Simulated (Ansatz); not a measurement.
# Σ11 (332) boundary in bcc Ta, starting shift (0.5, 0.5): structure and resistance, part 3 of 3

Aim: the relaxed structure and the specific resistance of the Σ11 (332) boundary in bcc Ta, starting shift (0.5, 0.5).

Ansatz 0.2.0; Ansatz plane-wave DFT, PBE, PAW files; relaxation of a bicrystal slab with its lowest layers held; PAW set soft_1 (the session's first sound run).

So far. Step 3 (Transmission across the boundary): Over the solved energies the transmission per spin lies between 1.91 and 2.30, out of 5.72 channels of the lead on average (up to 6.17). The log calls the step of a lead's potential too much. Step 4 (Specific resistance): Averaged over the energies near the Fermi level, 36.9 % of the channels pass, which makes 0.986 fΩ m².

## 5. Single-crystal slab for reference

The free faces cost energy too. A single-crystal slab with the same faces and held layers is relaxed, so that they cancel.

This step: Ansatz plane-wave DFT, PBE, PAW files; relaxation of a single-crystal slab with its lowest layers held; PAW set soft_1 (Ansatz 0.2.0).

System of this step: Ta slab, plane (3, 3, 2). The cell holds 28 atoms: 28 Ta. Cell: a = 4.671 Å, b = 5.477 Å, c = 30.011 Å, α = 90.0°, β = 90.0°, γ = 90.0°. It derives from Ta. Vacuum lies along c.

input.yaml

```yaml
crystal:
  lattice:
    - [4.6705251426, 0.0, 0.0]
    - [0.0, 5.4766761838, 0.0]
    - [0.0, 0.0, 30.0109202606]
  atoms:
    - { symbol: Ta, position: [0.5, 0.3636363635, 0.1666060206] }
    - { symbol: Ta, position: [0.0, 0.0909090908, 0.1900677523] }
    - { symbol: Ta, position: [0.5, 0.8181818181, 0.2135294839] }
    - { symbol: Ta, position: [0.0, 0.5454545454, 0.2369912156] }
    - { symbol: Ta, position: [0.5, 0.2727272727, 0.2604529472] }
    - { symbol: Ta, position: [0.0, 0.9999999999, 0.2839146789] }
    - { symbol: Ta, position: [0.5, 0.7272727272, 0.3073764105] }
    - { symbol: Ta, position: [0.0, 0.4545454545, 0.3308381422] }
    - { symbol: Ta, position: [0.5, 0.1818181818, 0.3542998738] }
    - { symbol: Ta, position: [0.0, 0.909090909, 0.3777616055] }
    - { symbol: Ta, position: [0.5, 0.6363636363, 0.4012233372] }
    - { symbol: Ta, position: [0.0, 0.3636363636, 0.4246850688] }
    - { symbol: Ta, position: [0.5, 0.0909090909, 0.4481468005] }
    - { symbol: Ta, position: [0.0, 0.8181818181, 0.4716085321] }
    - { symbol: Ta, position: [0.5, 0.5454545454, 0.4950702638] }
    - { symbol: Ta, position: [0.0, 0.2727272727, 0.5185319954] }
    - { symbol: Ta, position: [0.5, 1.0, 0.5419937271] }
    - { symbol: Ta, position: [0.0, 0.7272727272, 0.5654554587] }
    - { symbol: Ta, position: [0.5, 0.4545454545, 0.5889171904] }
    - { symbol: Ta, position: [0.0, 0.1818181818, 0.612378922] }
    - { symbol: Ta, position: [0.5, 0.9090909091, 0.6358406537] }
    - { symbol: Ta, position: [0.0, 0.6363636363, 0.6593023853] }
    - { symbol: Ta, position: [0.5, 0.3636363636, 0.682764117] }
    - { symbol: Ta, position: [0.0, 0.0909090909, 0.7062258486] }
    - { symbol: Ta, position: [0.5, 0.8181818182, 0.7296875803] }
    - { symbol: Ta, position: [0.0, 0.5454545454, 0.7531493119] }
    - { symbol: Ta, position: [0.5, 0.2727272727, 0.7766110436] }
    - { symbol: Ta, position: [0.0, 0.0, 0.8000727752] }
kpoints:
  mp_grid: { grid: [5, 5, 1] }
hamiltonian:
  xc: pbe
  pseudopotentials: { kind: paw, azcp: { folder: soft_1 } }
scf:
  occupations: { method: fermi_dirac, width: 0.1 }
relax:
  f_tol: 0.03
  max_steps: 80
  constraints: [{ sites: [0, 1, 2, 3, 4] }]
```

Command:

```console
> ansatz run input.yaml --threads 4 --pin off --max-ram 15360MiB --backend cpu --events-out ev --progress --plain --runs-dir out
```

Numbers of over 12 decimals in the logs are rounded to 6 here.

The log of the run:

```text
Warning: crystal.symmetry: narrowed to the stabiliser of the relax constraints — unitary ops 4 → 2; lowered at sites 0, 1, 2, 3, 4, 23, 24, 25, 26, 27 (the operations that carried what is held of a site onto what its image site leaves free; the constrained walk keeps no symmetry that its constraints do not admit)
[...]
Crystal: 28 atoms, lattice volume = 767.648 Å³
Basis set: ecut = 420 eV, 14945 PW (Γ), exchange–correlation on 64×80×432 points (8 copies of the dense FFT grid, shifted against one another)
Bands: 219, of which v1, the nominal top of the filled ones, is band 182 counted from 1 (181 counted from 0)
Symmetry: 2 space group operations
k-points: 9 of 25 (time reversal used)
[...]
SCF iter   1: F=—  HF=-278138.552312 eV  |F-HF|=—  |Δ(HF+E_count)|=         —  Δρ=5.23e-2  dr2=7.26e2  ethr=3.10e-3  ⟨swp⟩=10.7  Hψ=9945  notcnv=0  defer=4
[...]
SCF iter  10: F=-278121.655288 eV  HF=-278121.655288 eV  |F-HF|=5.24e-7  |Δ(HF+E_count)|=   1.37e-6  Δρ=6.40e-6  dr2=9.03e-7  ethr=6.18e-9  ⟨swp⟩=4.6  Hψ=6028  notcnv=0
SCF 1 converged in 10 iterations: F = -278121.655288 eV  dr2 = 9.03e-7
[...]
relax step   1: F+E_penalty+E_count = -278121.65528754 eV  Δ(F+E_penalty+E_count) = +0.000e0 eV  max|allowed force component| = 1.858e0 eV/Å  Δτ_max = 0.0000 Å  (10 SCF iters, dr2 threshold 2.25e-5 eV, accepted)
[...]
SCF iter   6: F=-278122.018915 eV  HF=-278122.018944 eV  |F-HF|=2.92e-5  |Δ(HF+E_count)|=   3.39e-5  Δρ=3.79e-5  dr2=4.63e-5  ethr=2.75e-8  ⟨swp⟩=3.0  Hψ=7662  notcnv=0
SCF 2 converged in 6 iterations: F = -278122.018915 eV  dr2 = 4.63e-5
relax step   2: F+E_penalty+E_count = -278122.01891464 eV  Δ(F+E_penalty+E_count) = -3.636e-1 eV  max|allowed force component| = 7.241e-1 eV/Å  Δτ_max = 0.1957 Å  (6 SCF iters, dr2 threshold 1.00e-4 eV, accepted)
[...]
SCF iter   6: F=-278122.063974 eV  HF=-278122.063978 eV  |F-HF|=3.93e-6  |Δ(HF+E_count)|=   9.48e-6  Δρ=1.53e-5  dr2=7.83e-6  ethr=9.00e-9  ⟨swp⟩=5.0  Hψ=6450  notcnv=0
SCF 3 converged in 6 iterations: F = -278122.063974 eV  dr2 = 7.83e-6
[...]
relax step   3: F+E_penalty+E_count = -278122.06397428 eV  Δ(F+E_penalty+E_count) = -4.506e-2 eV  max|allowed force component| = 3.429e-1 eV/Å  Δτ_max = 0.1501 Å  (6 SCF iters, dr2 threshold 3.28e-5 eV, accepted)
[...]
relax step   4: F+E_penalty+E_count = -278122.07941729 eV  Δ(F+E_penalty+E_count) = -1.544e-2 eV  max|allowed force component| = 1.231e-1 eV/Å  Δτ_max = 0.0767 Å  (6 SCF iters, dr2 threshold 1.79e-5 eV, accepted)
[...]
relax step   5: F+E_penalty+E_count = -278122.08809980 eV  Δ(F+E_penalty+E_count) = -8.683e-3 eV  max|allowed force component| = 2.302e-2 eV/Å  Δτ_max = 0.0468 Å  (6 SCF iters, dr2 threshold 1.95e-6 eV, accepted)
[...]
SCF iter   4: F=-278122.088101 eV  HF=-278122.088101 eV  |F-HF|=5.24e-10  |Δ(HF+E_count)|=   1.46e-8  Δρ=3.85e-7  dr2=3.14e-9  ethr=2.75e-11  ⟨swp⟩=3.0  Hψ=7571  notcnv=0
SCF 6 converged in 4 iterations: F = -278122.088101 eV  dr2 = 3.14e-9
relax step   6: F+E_penalty+E_count = -278122.08810084 eV  Δ(F+E_penalty+E_count) = -1.038e-6 eV  max|allowed force component| = 2.301e-2 eV/Å  Δτ_max = 0.0000 Å  (4 SCF iters, accepted)
SCF converged after 4 iterations
Free energy (F): -278122.088101 eV
[...]
Internal energy: -278120.807172 eV  (E = F + TS)
E sigma→0 (E₀):  -278121.447637 eV
Entropy (-TS):   -1.280928 eV (-45.747 meV/atom)
Fermi energy:    10.983513 eV
[...]
--- Forces (eV/Å), atoms counted from 1 ---
  atom   1  Ta     0.00000000    -0.26237880     1.84716705
  atom   2  Ta     0.00000000    -0.07314218     0.35266807
  atom   3  Ta    -0.00000000     0.56635220    -0.36541153
  atom   4  Ta    -0.00000000    -0.45438308    -1.06120230
  atom   5  Ta    -0.00000000     0.22174845    -0.77781250
  atom   6  Ta     0.00000000     0.00119295     0.00447532
  atom   7  Ta     0.00000000    -0.00060469     0.00225993
  atom   8  Ta     0.00000000     0.00178554     0.00051167
  atom   9  Ta     0.00000000     0.00014277    -0.00080806
  atom  10  Ta    -0.00000000     0.00174253    -0.00098666
  atom  11  Ta     0.00000000    -0.00037187    -0.00157352
  atom  12  Ta    -0.00000000    -0.00047138    -0.00291608
  atom  13  Ta     0.00000000     0.00197314     0.00099658
  atom  14  Ta    -0.00000000    -0.00043215     0.00169488
  atom  15  Ta     0.00000000    -0.00353684     0.00561648
  atom  16  Ta     0.00000000    -0.00041531     0.00218738
  atom  17  Ta     0.00000000    -0.00710099     0.00153222
  atom  18  Ta     0.00000000    -0.00039625     0.00575379
  atom  19  Ta    -0.00000000    -0.00969047    -0.00353437
  atom  20  Ta    -0.00000000    -0.00688923    -0.00252096
  atom  21  Ta    -0.00000000    -0.00619204    -0.00091073
  atom  22  Ta    -0.00000000     0.01368816     0.00177025
  atom  23  Ta    -0.00000000    -0.00454605    -0.00462297
  atom  24  Ta    -0.00000000    -0.00614205     0.02301409
  atom  25  Ta     0.00000000    -0.00256205    -0.01007335
  atom  26  Ta    -0.00000000     0.00212179    -0.00480775
  atom  27  Ta     0.00000000     0.00915089    -0.01187772
  atom  28  Ta    -0.00000000     0.01934318    -0.00056760
  max |Σ_I F_I| component: 2.16e-5 eV/Å
--- Relaxed structure (6 steps of the walk, 6 accepted, 0 SCFs on fresh bases) ---
  F+E_penalty+E_count = -278122.08810084 eV   max|allowed force component| = 2.301e-2 eV/Å
  atoms:
    - { symbol: Ta, position: [0.500000, 0.363636, 0.166606] }
    - { symbol: Ta, position: [0.0, 0.090909, 0.190068] }
    - { symbol: Ta, position: [0.500000, 0.818182, 0.213529] }
    - { symbol: Ta, position: [0.0, 0.545455, 0.236991] }
    - { symbol: Ta, position: [0.500000, 0.272727, 0.260453] }
    - { symbol: Ta, position: [-6.69550147702399e-19, 1.003458, 0.282976] }
    - { symbol: Ta, position: [0.500000, 0.725837, 0.306890] }
    - { symbol: Ta, position: [1.8633492253608994e-19, 0.453570, 0.331099] }
    - { symbol: Ta, position: [0.500000, 0.180881, 0.354772] }
    - { symbol: Ta, position: [3.672561259130344e-19, 0.908718, 0.378276] }
    - { symbol: Ta, position: [0.500000, 0.637365, 0.402009] }
    - { symbol: Ta, position: [7.993549144738913e-19, 0.364464, 0.425806] }
    - { symbol: Ta, position: [0.500000, 0.092522, 0.449916] }
    - { symbol: Ta, position: [1.2655983248018758e-18, 0.819077, 0.473383] }
    - { symbol: Ta, position: [0.500000, 0.547681, 0.497158] }
    - { symbol: Ta, position: [1.4960849770991496e-18, 0.274234, 0.520629] }
    - { symbol: Ta, position: [0.500000, 1.001442, 0.544607] }
    - { symbol: Ta, position: [2.184600931570112e-18, 0.728622, 0.568518] }
    - { symbol: Ta, position: [0.500000, 0.456036, 0.592041] }
    - { symbol: Ta, position: [2.510783445416084e-18, 0.183844, 0.615898] }
    - { symbol: Ta, position: [0.500000, 0.908806, 0.640005] }
    - { symbol: Ta, position: [2.688140872202202e-18, 0.636806, 0.663071] }
    - { symbol: Ta, position: [0.500000, 0.366385, 0.686818] }
    - { symbol: Ta, position: [1.6109309334232865e-18, 0.089382, 0.708484] }
    - { symbol: Ta, position: [0.500000, 0.824741, 0.738170] }
    - { symbol: Ta, position: [2.3369854789038592e-18, 0.531114, 0.756425] }
    - { symbol: Ta, position: [0.500000, 0.288058, 0.778661] }
    - { symbol: Ta, position: [-3.703963943768635e-18, 0.00397345, 0.794881] }
```

It took 4.3 min on 4 threads of Arm Neoverse V2, shared host; peak memory 3.4 GiB; 17 min of CPU time.

Relaxation path:

| step | energy less that of the first step (eV) | largest force component (eV/Å) |
| --- | --- | --- |
| 1 | 0.0000 | 1.8583 |
| 2 | -0.3636 | 0.7241 |
| 3 | -0.4087 | 0.3429 |
| 4 | -0.4241 | 0.1231 |
| 5 | -0.4328 | 0.0230 |
| 6 | -0.4328 | 0.0230 |

The atoms that moved most (Å):

| atom | dx | dy | dz | length |
| --- | --- | --- | --- | --- |
| Ta25 | 0.000 | 0.036 | 0.255 | 0.257 |
| Ta28 | 0.000 | 0.022 | -0.156 | 0.157 |
| Ta26 | 0.000 | -0.079 | 0.098 | 0.126 |
| Ta21 | 0.000 | -0.002 | 0.125 | 0.125 |
| Ta23 | 0.000 | 0.015 | 0.122 | 0.123 |
| Ta22 | 0.000 | 0.002 | 0.113 | 0.113 |
| Ta20 | 0.000 | 0.011 | 0.106 | 0.106 |
| Ta27 | 0.000 | 0.084 | 0.062 | 0.104 |

Final coordinates:

```xyz
28
Lattice="4.6705 0.0000 0.0000 0.0000 5.4767 0.0000 0.0000 0.0000 30.0109" Properties=species:S:1:pos:R:3
Ta    2.3353    1.9915    5.0000
Ta    0.0000    0.4979    5.7041
Ta    2.3353    4.4809    6.4082
Ta    0.0000    2.9873    7.1123
Ta    2.3353    1.4936    7.8164
Ta    0.0000    5.4956    8.4924
Ta    2.3353    3.9752    9.2100
Ta    0.0000    2.4841    9.9366
Ta    2.3353    0.9906   10.6470
Ta    0.0000    4.9768   11.3524
Ta    2.3353    3.4906   12.0646
Ta    0.0000    1.9960   12.7788
Ta    2.3353    0.5067   13.5024
Ta    0.0000    4.4858   14.2066
Ta    2.3353    2.9995   14.9202
Ta    0.0000    1.5019   15.6246
Ta    2.3353    5.4846   16.3442
Ta    0.0000    3.9904   17.0617
Ta    2.3353    2.4976   17.7677
Ta    0.0000    1.0069   18.4837
Ta    2.3353    4.9772   19.2071
Ta    0.0000    3.4876   19.8994
Ta    2.3353    2.0066   20.6120
Ta    0.0000    0.4895   21.2623
Ta    2.3353    4.5168   22.1531
Ta    0.0000    2.9087   22.7010
Ta    2.3353    1.5776   23.3683
Ta    0.0000    0.0218   23.8551
```

This step gave:

- free energy: -278122.0881 eV
- energy at zero smearing: -278121.4476 eV
- Fermi energy: 10.98 eV

The largest force component on a free atom ends at 0.023 eV/Å, under the tolerance of 0.03, after 6 steps.

## 6. Bulk reference

The perfect crystal gives the energy per atom, for the atoms by which bicrystal and slab differ.

This step: Ansatz plane-wave DFT, PBE, PAW files; bulk reference; PAW set soft_1 (Ansatz 0.2.0).

System of this step: Ta. It takes space group Im-3m (No. 229, cubic). The conventional cell has a = 3.303 Å, b = 3.303 Å, c = 3.303 Å, α = 90.00°, β = 90.00°, γ = 90.00°. Nearest to Ta lie 8 Ta at 2.86 Å.

input.yaml, the sections that differ from step 5:

```yaml
crystal:
  lattice:
    - [-1.65128, 1.65128, 1.65128]
    - [1.65128, -1.65128, 1.65128]
    - [1.65128, 1.65128, -1.65128]
  atoms:
    - { symbol: Ta, position: [0.0, 0.0, 0.0] }
kpoints:
  mp_grid: { grid: [18, 18, 18] }
# hamiltonian, scf: as in step 5
# relax: removed
```

The log of the run:

```text
[...]
Crystal: 1 atoms, lattice volume = 18.010 Å³
Basis set: ecut = 420 eV, 369 PW (Γ)
Bands: 11, of which v1, the nominal top of the filled ones, is band 7 counted from 1 (6 counted from 0)
Symmetry: 48 space group operations
[...]
k-points: 195 of 5832
[...]
SCF iter   1: F=—  HF=-9933.363882 eV  |F-HF|=—  |Δ(HF+E_count)|=         —  Δρ=4.14e-2  dr2=3.21e-1  ethr=3.10e-3  ⟨swp⟩=5.0  Hψ=11058  notcnv=0
[...]
SCF iter   6: F=-9933.251922 eV  HF=-9933.251922 eV  |F-HF|=3.15e-10  |Δ(HF+E_count)|=   6.80e-9  Δρ=3.42e-6  dr2=5.94e-10  ethr=2.68e-10  ⟨swp⟩=1.0  Hψ=5631  notcnv=0
SCF 1 converged in 6 iterations: F = -9933.251922 eV  dr2 = 5.94e-10
[...]
SCF converged after 6 iterations
Free energy (F): -9933.251922 eV
[...]
Internal energy: -9933.208950 eV  (E = F + TS)
E sigma→0 (E₀):  -9933.230436 eV
Entropy (-TS):   -0.042971 eV (-42.971 meV/atom)
Fermi energy:    18.517834 eV
[...]
```

Wall time 0.44 s (4 threads); peak memory 0.28 GiB.

This step gave:

| Property | Result |
| --- | --- |
| free energy | -9933.2519 eV |
| energy at zero smearing | -9933.2304 eV |
| Fermi energy | 18.52 eV |

## 7. Boundary energy

This step: Ansatz plane-wave DFT, PBE, PAW files; bicrystal less single-crystal slab less bulk atoms, a boundary area; PAW set soft_1 (Ansatz 0.2.0).

This step gave:

- excess energy of the cell: 2.830 eV
- boundary energy: 1.773 J/m²

The boundary costs 1.8 J/m².

By hand: 2.83 eV / 25.58 Å² × 16.02 = 1.77 J/m².

## 8. What came out

| Property | Result |
| --- | --- |
| specific resistance of the boundary | 0.986 fΩ m² |
| share of channels that pass | 0.369 |
| boundary energy | 1.77 J/m² |

**Reading.** The boundary has a specific resistance of 0.99 fΩ m² and an energy of 1.8 J/m². The boundary reflects 63 % of the channels; 0.99 fΩ m² is 9.9×10⁻¹² Ω·cm². That equals the resistance of 7.3 nm of bulk Ta at 300 K (measured 13.5 µΩ cm, CRC Handbook of Chemistry and Physics, 84th ed., 2003, Electrical Resistivity of Pure Metals). One starting structure was relaxed; another shift or atom count at the boundary may lie lower. Spin-orbit coupling is left out, which matters for Ta. A lead's potential steps by up to 31 meV from period to period, which the log calls too much, so longer leads could move the result.

[Logs are printed without paths, hosts, clocks, repeated set-up lines and the standing remarks that a program may print on its own settings, such as how far it seeks lower states.]

[Hosts, paths, dates, database ids (printed as entryN), source tags and the programs' standing remarks are cut or masked in the printed files.]
